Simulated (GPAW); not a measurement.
Consider Mn3O4 (C2/m).

```xyz
14
Lattice="5.5119 -2.8714 0.0000 5.5119 2.8714 0.0000 -2.9904 0.0000 4.9130" Properties=species:S:1:pos:R:3 pbc="T T T"
Mn   -1.4952    0.0000    2.4565
Mn    2.7560    1.4357    0.0000
Mn    2.7560   -1.4357    0.0000
Mn    0.0000    0.0000    0.0000
Mn    2.2608    0.0000    3.0613
Mn    5.7727    0.0000    1.8517
O     7.6543    0.0000    1.1387
O     4.7051    1.5861    1.1989
O     3.3284    1.5861    3.7141
O     3.3284   -1.5861    3.7141
O     2.0274    0.0000    1.0499
O     0.3791    0.0000    3.7742
O     6.0061    0.0000    3.8631
O     4.7051   -1.5861    1.1989
```

Absorber: atom 8, with 1 Mn at 1.93 Å, 1 Mn at 1.93 Å, 1 Mn at 2.02 Å and 1 Mn at 2.29 Å (distorted tetrahedral, site symmetry 1). Method: GPAW, LDA, excited-electron core hole (neutral cell), 14-atom cell with 5.7 Å between holes, 4×4×4 k points, dipole transitions, Gaussian full width 0.9 eV up to 4 eV, rising linearly to 3.5 eV at 25 eV.

Question: What does the O K edge look like?

Main maxima up to 24 eV above the zero (height): 0.7 eV (1.78), 2.7 eV (1.10), 9.5 eV (1.98) and 16.4 eV (0.81). A K edge sees empty p states; the first features are O p mixed into the empty d states of the Mn neighbours, and the broad ones above probably into the cations' higher empty bands. The total-energy difference is 525.63 eV. The functional leaves an error in such absolute values: in the free atom LDA prices this hole 4.1 eV below PBE (computed apart), and PBE is itself good to a few eV.

The O K spectrum (energy from the lowest empty level; intensity scaled to a mean of 1 over the first 20 eV; polarised curves are means over the symmetry-equivalent atoms):

```tsv
E (eV)	isotropic	ε ∥ x	ε ∥ y	ε ∥ z
-2.00	0.00	0.00	0.00	0.00
-1.25	0.00	0.00	0.00	0.00
-0.50	0.10	0.11	0.10	0.09
0.25	1.23	1.16	1.26	1.26
1.00	1.60	1.62	1.32	1.86
1.75	0.94	1.07	0.86	0.90
2.50	1.05	0.89	1.21	1.05
3.25	0.74	0.53	0.92	0.78
4.00	0.49	0.42	0.65	0.39
4.75	0.66	0.61	0.77	0.60
5.50	0.91	0.92	0.88	0.92
6.25	1.02	1.12	0.91	1.03
7.00	1.18	1.35	1.13	1.06
7.75	1.44	1.68	1.45	1.20
8.50	1.75	2.06	1.64	1.55
9.25	1.96	2.07	1.74	2.07
10.00	1.92	1.70	1.85	2.21
10.75	1.59	1.23	1.75	1.78
11.50	1.12	0.81	1.40	1.15
12.25	0.75	0.54	0.99	0.72
13.00	0.57	0.44	0.74	0.54
13.75	0.56	0.45	0.69	0.52
14.50	0.63	0.53	0.76	0.59
15.25	0.73	0.61	0.87	0.70
16.00	0.80	0.63	0.96	0.80
16.75	0.80	0.59	0.99	0.81
17.50	0.73	0.52	0.92	0.74
18.25	0.62	0.47	0.77	0.63
19.00	0.55	0.47	0.63	0.54
19.75	0.51	0.52	0.52	0.49
20.50	0.52	0.60	0.47	0.48
21.25	0.54	0.67	0.45	0.49
22.00	0.57	0.72	0.46	0.52
22.75	0.60	0.75	0.49	0.55
23.50	0.63	0.77	0.53	0.59
24.25	0.68	0.81	0.59	0.64
25.00	0.76	0.88	0.69	0.71
25.75	0.88	0.99	0.83	0.81
26.50	1.01	1.11	0.99	0.93
27.25	1.13	1.22	1.12	1.06
28.00	1.21	1.29	1.16	1.17
28.75	1.24	1.32	1.12	1.26
29.50	1.21	1.31	1.03	1.30
30.25	1.15	1.24	0.93	1.27
31.00	1.04	1.11	0.85	1.17
31.75	0.92	0.94	0.79	1.03
```

The hole lies in one spin channel, while the script sums the empty states of both and takes the lower zero; where the two channels are split, this blurs and shifts the curve. The unit cell's mesh shows no gap over 0.35 eV. That is right for a metallic compound; for a small-gap or correlated insulator it would be the fault of the functional or of the assumed magnetic order, and the hole would be screened too well. The crystal has 3 inequivalent O sites and not all are shown here, while a measurement adds them all. The spins start ferromagnetically in a simple order, which needn't be the measured one; gap and edge can depend on it. The holes are only 5.7 Å apart, so the shape is probably not converged with cell size; no larger cell was run here. The mesh is coarse (0.33 Å⁻¹ between points), so small maxima may be mesh ripples. The structure is a computed Materials Project entry and may be a hypothetical form.

[Banner, clock and machine lines of the logs are left out without a mark of their own.]

[Logs are printed without paths, hosts, clocks, repeated set-up lines and the standing remarks that a program may print on its own settings, such as how far it seeks lower states.]

[Hosts, paths, dates, database ids (printed as entryN), source tags and the programs' standing remarks are cut or masked in the printed files.]

[Lists of maxima count a maximum above −3 eV only where it reaches 4 % of the highest in the window and stands out from its surroundings by 2 % of it (1.5 % where it reaches 55 %); shoulders and weaker maxima are passed over, and of the rest the first, up to two pre-edge ones and the few strongest are named.]
